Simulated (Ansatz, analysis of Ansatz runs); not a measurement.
# Li5AuO4 (C2/m), V_Li hop (2.7 Å): attempt frequency at charge 0, part 2 of 2

Aim: the prefactor of a hop in Li5AuO4 (C2/m) (V_Li hop (2.7 Å), charge 0) from the modes of the moving atom at the start and at the top of a path found beforehand. Model: a cell of 80 host atoms with 1 Li taken out.

Ansatz 0.2.0; plane-wave PAW DFT, PBEsol; finite-difference force constants of the moving atom alone.

So far. Step 2 (Vibrations of the moving atom at the start point): The three modes are 329, 442 and 508 cm⁻¹: all real, a minimum for this atom with the others held.

**3. Vibrations of the moving atom at the top of the path**

The same at the top, where the mode along the path should be imaginary.

q0_M1.top.modes/input.yaml

```yaml
crystal:
  lattice:
    - [9.40268524, 0.0, -0.02548652]
    - [0.0, 9.40405317, 0.0]
    - [-2.07562506, 0.0, 9.16358709]
  atoms:
    - { symbol: Li, position: [-0.00535857, 0.79832685, 0.24621568] }
    - { symbol: Li, position: [0.24665258, 0.28556664, 0.24928375] }
[... 12 atom lines left out ...]
    - { symbol: O, position: [0.10277962, 0.34785777, 0.35513449] }
[... 3 atom lines left out ...]
    - { symbol: O, position: [0.11296864, 0.65264448, 0.36516625] }
    - { symbol: O, position: [0.37617966, 0.14518585, 0.3670629] }
[... 1 atom line left out ...]
    - { symbol: Li, position: [0.25540765, 0.28555335, 0.75567749] }
    - { symbol: Li, position: [-0.00216714, 0.27323597, 0.49594741] }
[... 2 atom lines left out ...]
    - { symbol: Li, position: [0.24311709, 0.34987431, 0.50696321] }
[... 6 atom lines left out ...]
    - { symbol: O, position: [0.39718181, 0.3478923, 0.6446213] }
[... 2 atom lines left out ...]
    - { symbol: O, position: [0.12660976, 0.14927656, 0.63019832] }
    - { symbol: O, position: [0.38701035, 0.65261084, 0.63437983] }
[... 24 atom lines left out ...]
    - { symbol: Li, position: [0.49726532, 0.27399557, 0.50158834] }
[... 7 atom lines left out ...]
    - { symbol: Au, position: [0.50548655, 0.5045926, 0.75468026] }
[... 8 atom lines left out ...]
    - { symbol: O, position: [0.87213569, 0.14854794, 0.87514787] }
  symmetry: { detect: false }
basis:
  ecutwfc: 420
  xc_grid: 2
hamiltonian:
  xc: pbesol
kpoints:
  mp_grid: { grid: [1, 1, 1], shift: [0.25, 0.25, 0.25] }
magnetization:
  spin_polarized: true
  initial_magnetization: 1
  spin_locking: { lock_magnetization: hard }
scf:
  occupations: { method: fixed }
  max_iter: 150
phonons:
  supercell: [1, 1, 1]
  displaced_sites: [25]
  amplitude: 0.02
```

Run with:

```sh
ansatz run input.yaml --threads 4 --pin off --max-ram 14131MiB --backend cpu --events-out ev --progress --plain --runs-dir out
```

Output:

```text
[...]
Crystal: 79 atoms, lattice volume = 809.778 Å³
Basis set: ecut = 420 eV, 15817 PW (Γ), exchange–correlation on 128×128×128 points (8 copies of the dense FFT grid, shifted against one another)
Bands: 310, of which v1, the nominal top of the filled ones, is band 231 counted from 1 (230 counted from 0)
Symmetry: 1 space group operations
k-points: 1
[...]
Starting moments: Σ|m| = 1 μB on 79 of 79 sites
[...]
SCF 1 converged in 22 iterations: F = -129959.842167 eV  dr2 = 9.28e-10
[...]
SCF iter   3: F=-129959.842167 eV  HF=-129959.842167 eV  |F-HF|=0.00e0  |Δ(HF+E_count)|=  8.73e-11  Δρ=1.34e-7 (↑8.24e-8 ↓1.34e-7)  dr2=4.49e-10  dr2_m=2.47e-11  M=1.000 μB ∫|m|=1.096 μB  ethr=1.00e-12  ⟨swp⟩=2.0  Hψ=1109  notcnv=0
SCF 2 converged in 3 iterations: F = -129959.842167 eV  dr2 = 4.49e-10
WARN: the harmonic batch is taken at displacements of 0.005 Å and a dr2 threshold of 2.5e-10 eV from here on, in place of the typed 0.02 Å and 1.0e-9 eV, a step that its levels, its solves or its constants may not bear out (scf.occupations.method, Limitations)
[...]
SCF iter   5: F=-129959.842167 eV  HF=-129959.842167 eV  |F-HF|=1.16e-10  |Δ(HF+E_count)|=  2.91e-11  Δρ=1.08e-7 (↑2.56e-8 ↓1.08e-7)  dr2=2.27e-10  dr2_m=1.82e-11  M=1.000 μB ∫|m|=1.096 μB  ethr=1.00e-12  ⟨swp⟩=2.0  Hψ=1361  notcnv=0
SCF 3 converged in 5 iterations: F = -129959.842167 eV  dr2 = 2.27e-10
[...]
SCF iter  13: F=-129959.842143 eV  HF=-129959.842143 eV  |F-HF|=1.46e-11  |Δ(HF+E_count)|=  1.46e-11  Δρ=2.65e-8 (↑2.08e-8 ↓2.65e-8)  dr2=1.52e-11  dr2_m=9.00e-13  M=1.000 μB ∫|m|=1.096 μB  ethr=1.00e-12  ⟨swp⟩=3.0  Hψ=1247  notcnv=0
SCF 4 converged in 13 iterations: F = -129959.842143 eV  dr2 = 1.52e-11
[...]
SCF iter  12: F=-129959.841974 eV  HF=-129959.841974 eV  |F-HF|=4.37e-11  |Δ(HF+E_count)|=  8.73e-11  Δρ=5.13e-8 (↑4.59e-8 ↓5.13e-8)  dr2=8.29e-11  dr2_m=8.83e-13  M=1.000 μB ∫|m|=1.096 μB  ethr=1.00e-12  ⟨swp⟩=2.0  Hψ=1503  notcnv=0
SCF 5 converged in 12 iterations: F = -129959.841974 eV  dr2 = 8.29e-11
[...]
SCF iter  13: F=-129959.842221 eV  HF=-129959.842221 eV  |F-HF|=7.28e-11  |Δ(HF+E_count)|=  4.37e-11  Δρ=5.73e-8 (↑2.63e-8 ↓5.73e-8)  dr2=6.87e-11  dr2_m=4.10e-12  M=1.000 μB ∫|m|=1.096 μB  ethr=1.00e-12  ⟨swp⟩=2.0  Hψ=1269  notcnv=0
SCF 6 converged in 13 iterations: F = -129959.842221 eV  dr2 = 6.87e-11
[...]
SCF iter  13: F=-129959.842158 eV  HF=-129959.842158 eV  |F-HF|=0.00e0  |Δ(HF+E_count)|=  2.91e-11  Δρ=4.76e-8 (↑2.89e-8 ↓4.76e-8)  dr2=5.02e-11  dr2_m=2.19e-12  M=1.000 μB ∫|m|=1.096 μB  ethr=1.00e-12  ⟨swp⟩=2.0  Hψ=1268  notcnv=0
SCF 7 converged in 13 iterations: F = -129959.842158 eV  dr2 = 5.02e-11
[...]
SCF iter  13: F=-129959.841921 eV  HF=-129959.841921 eV  |F-HF|=0.00e0  |Δ(HF+E_count)|=    0.00e0  Δρ=6.41e-8 (↑3.87e-8 ↓6.41e-8)  dr2=8.67e-11  dr2_m=3.57e-12  M=1.000 μB ∫|m|=1.096 μB  ethr=1.00e-12  ⟨swp⟩=2.0  Hψ=1535  notcnv=0
SCF 8 converged in 13 iterations: F = -129959.841921 eV  dr2 = 8.67e-11
[...]
SCF iter  14: F=-129959.842113 eV  HF=-129959.842113 eV  |F-HF|=5.82e-11  |Δ(HF+E_count)|=  2.91e-11  Δρ=4.16e-8 (↑1.77e-8 ↓4.16e-8)  dr2=2.80e-11  dr2_m=2.63e-12  M=1.000 μB ∫|m|=1.096 μB  ethr=1.00e-12  ⟨swp⟩=2.5  Hψ=1090  notcnv=0
SCF 9 converged in 14 iterations: F = -129959.842113 eV  dr2 = 2.80e-11
[...]
SCF iter   7: F=-129959.842167 eV  HF=-129959.842167 eV  |F-HF|=1.46e-11  |Δ(HF+E_count)|=  5.82e-11  Δρ=2.99e-8 (↑1.94e-8 ↓2.99e-8)  dr2=1.15e-11  dr2_m=1.25e-12  M=1.000 μB ∫|m|=1.096 μB  ethr=1.00e-12  ⟨swp⟩=16.0  Hψ=3539  notcnv=0
SCF 10 converged in 7 iterations: F = -129959.842167 eV  dr2 = 1.15e-11
[...]
SCF iter  13: F=-129959.842182 eV  HF=-129959.842182 eV  |F-HF|=1.46e-11  |Δ(HF+E_count)|=  1.46e-11  Δρ=1.36e-8 (↑1.14e-8 ↓1.36e-8)  dr2=5.27e-12  dr2_m=1.19e-13  M=1.000 μB ∫|m|=1.096 μB  ethr=1.00e-12  ⟨swp⟩=2.5  Hψ=1090  notcnv=0
SCF 11 converged in 13 iterations: F = -129959.842182 eV  dr2 = 5.27e-12
[...]
SCF iter  13: F=-129959.842097 eV  HF=-129959.842097 eV  |F-HF|=2.91e-11  |Δ(HF+E_count)|=  2.91e-11  Δρ=1.46e-8 (↑1.34e-8 ↓1.46e-8)  dr2=7.01e-12  dr2_m=6.81e-14  M=1.000 μB ∫|m|=1.096 μB  ethr=1.00e-12  ⟨swp⟩=2.0  Hψ=1342  notcnv=0
SCF 12 converged in 13 iterations: F = -129959.842097 eV  dr2 = 7.01e-12
[...]
SCF iter  11: F=-129959.842188 eV  HF=-129959.842188 eV  |F-HF|=2.91e-11  |Δ(HF+E_count)|=  5.82e-11  Δρ=4.48e-8 (↑2.97e-8 ↓4.48e-8)  dr2=4.17e-11  dr2_m=2.40e-12  M=1.000 μB ∫|m|=1.096 μB  ethr=1.00e-12  ⟨swp⟩=2.0  Hψ=1567  notcnv=0
SCF 13 converged in 11 iterations: F = -129959.842188 eV  dr2 = 4.17e-11
[...]
SCF iter  11: F=-129959.842157 eV  HF=-129959.842157 eV  |F-HF|=2.91e-11  |Δ(HF+E_count)|=  8.73e-11  Δρ=5.49e-8 (↑3.05e-8 ↓5.49e-8)  dr2=5.86e-11  dr2_m=4.08e-12  M=1.000 μB ∫|m|=1.096 μB  ethr=1.00e-12  ⟨swp⟩=2.0  Hψ=1565  notcnv=0
SCF 14 converged in 11 iterations: F = -129959.842157 eV  dr2 = 5.86e-11
[...]
SCF iter  13: F=-129959.842081 eV  HF=-129959.842081 eV  |F-HF|=1.46e-11  |Δ(HF+E_count)|=  2.91e-11  Δρ=2.89e-8 (↑1.16e-8 ↓2.89e-8)  dr2=1.30e-11  dr2_m=1.50e-12  M=1.000 μB ∫|m|=1.096 μB  ethr=1.00e-12  ⟨swp⟩=2.5  Hψ=1108  notcnv=0
SCF 15 converged in 13 iterations: F = -129959.842081 eV  dr2 = 1.30e-11
[...]
SCF iter  12: F=-129959.842177 eV  HF=-129959.842177 eV  |F-HF|=1.46e-11  |Δ(HF+E_count)|=  2.91e-11  Δρ=3.08e-8 (↑2.31e-8 ↓3.08e-8)  dr2=2.49e-11  dr2_m=3.29e-13  M=1.000 μB ∫|m|=1.096 μB  ethr=1.00e-12  ⟨swp⟩=2.0  Hψ=1567  notcnv=0
SCF 16 converged in 12 iterations: F = -129959.842177 eV  dr2 = 2.49e-11
the harmonic batch is taken at displacements of 0.0025 Å and a dr2 threshold of 6.3e-11 eV from here on, in place of 0.005 Å and 2.5e-10 eV, a step that its levels, its solves or its constants may not bear out (scf.occupations.method, Limitations); [...]
SCF converged after 7 iterations
Magnetization: 1.0000 μB (231.0000 up, 230.0000 down)
Absolute magnetization: 1.0939 μB (∫|ρ↑−ρ↓|, with the PAW one-centre terms)
[...]
Per-site moments (μB) at R_I (Å): [(0.00151468, 0.797764), (-7.491949e-5, 0.800279), (-1.695834e-5, 0.795190), [... 76 left out ...]
Free energy (F): -129959.842167 eV
[...]
Internal energy: -129959.842167 eV  (E = F + TS)
E sigma→0 (E₀):  -129959.842167 eV
Fermi energy:    5.266865 (↑ 5.216455, ↓ 5.266865) eV
[...]
--- Forces (eV/Å), atoms counted from 1 ---
  atom   1  Li     0.00027726    -0.00083261    -0.00087791
  atom   2  Li    -0.00530555    -0.00503674     0.00066446
  [... 12 atoms left out ...]
  atom  15  O     -0.01484015     0.01787078    -0.00630039
  [... 4 atoms left out ...]
  atom  20  O     -0.00302663     0.01121378     0.00233937
  [... 1 atom left out ...]
  atom  22  Li     0.00203493     0.00265337    -0.00993910
  atom  23  Li     0.00591221    -0.00372141    -0.00606559
  [... 2 atoms left out ...]
  atom  26  Li     0.01690487     0.00633681    -0.01921648
  [... 6 atoms left out ...]
  atom  33  O      0.00240539     0.02162818     0.02261671
  [... 2 atoms left out ...]
  atom  36  O      0.00582529    -0.01305123     0.01478514
  atom  37  O     -0.00490649     0.00631644    -0.00673679
  [... 24 atoms left out ...]
  atom  62  Li     0.00413855    -0.01157858     0.00912813
  [... 17 atoms left out ...]
  max |Σ_I F_I| component: 6.81e-7 eV/Å
--- Band table (eV) ---
[...]
transpose residual: 1.5e-4 eV/Å²
[...]
frequencies among the named sites at Γ of the cell (cm⁻¹): -267.08 268.03 858.91
  unstable modes among the named sites: 1
  frequencies as built, with no sum rule (cm⁻¹): -267.11 268.00 858.92
  zero-point energy: 0.069861 eV/cell   skipped modes (ω ≤ 0): 1, of them read as no rigid motion or as one in doubt: 1 (1.000e0 modes/cell left out, lowest -267.08 cm⁻¹)
[...]
```

Run time: 9.3 min. Hardware: 4 threads of Arm Neoverse V1, shared host; peak memory 2.6 GiB.

Read from the output:

* free energy: -129959.8422 eV
* total moment: 1 μB
* integral of the absolute spin density: 1.094 μB
* spin contamination: 9.31e-4
* frequencies of moving atom: -267.1, 268.0, 858.9 cm⁻¹ (negative: imaginary)

The three modes are 267i, 268 and 859 cm⁻¹: one imaginary, a saddle of first order for this atom with the others held.

**4. Attempt frequency and hop rate**

Analysis of the runs above: harmonic transition-state theory from the moving atom's modes alone (Vineyard), PBEsol.

It gives:

| Quantity | Value |
| --- | --- |
| attempt frequency | 9.625 THz |

Hop rate against temperature:

```
temperature (K)  hop rate (1/s)
            200          0.0317
            300            2131
            400           5.5e5
            600           1.4e8
            800           2.3e9
           1000          1.2e10
```

**5. Results**

```yaml
attempt_frequency_attempt_frequency_and_hop_rate: 9.62 THz
```

In words: The attempt frequency, the product of the three frequencies at the start over that of the two real ones at the top (Vineyard), is 9.6 THz. With the barrier of 0.57 eV it gives 1.4e+08 hops a second at 600 K along this one path; equivalent neighbouring sites multiply that. The host's atoms were held, though they move along the path too, so the prefactor is rough. Keep in mind: one k-point off the zone centre stands for the whole zone; PBEsol makes the gap too small and tends to spread out bound carriers; spin–orbit coupling, which can matter with heavy atoms, is left out.

[Long decimals in the printed logs are rounded to 6 places.]

[Repeated set-up lines and some long k-point lines are left out of the logs, and relaxed atomic positions are cut to six decimals.]

[Logs are printed without paths, hosts, clocks, repeated set-up lines and the standing remarks that a program may print on its own settings, such as how far it seeks lower states.]

[Hosts, paths, dates, database ids (printed as entryN), source tags and the programs' standing remarks are cut or masked in the printed files.]
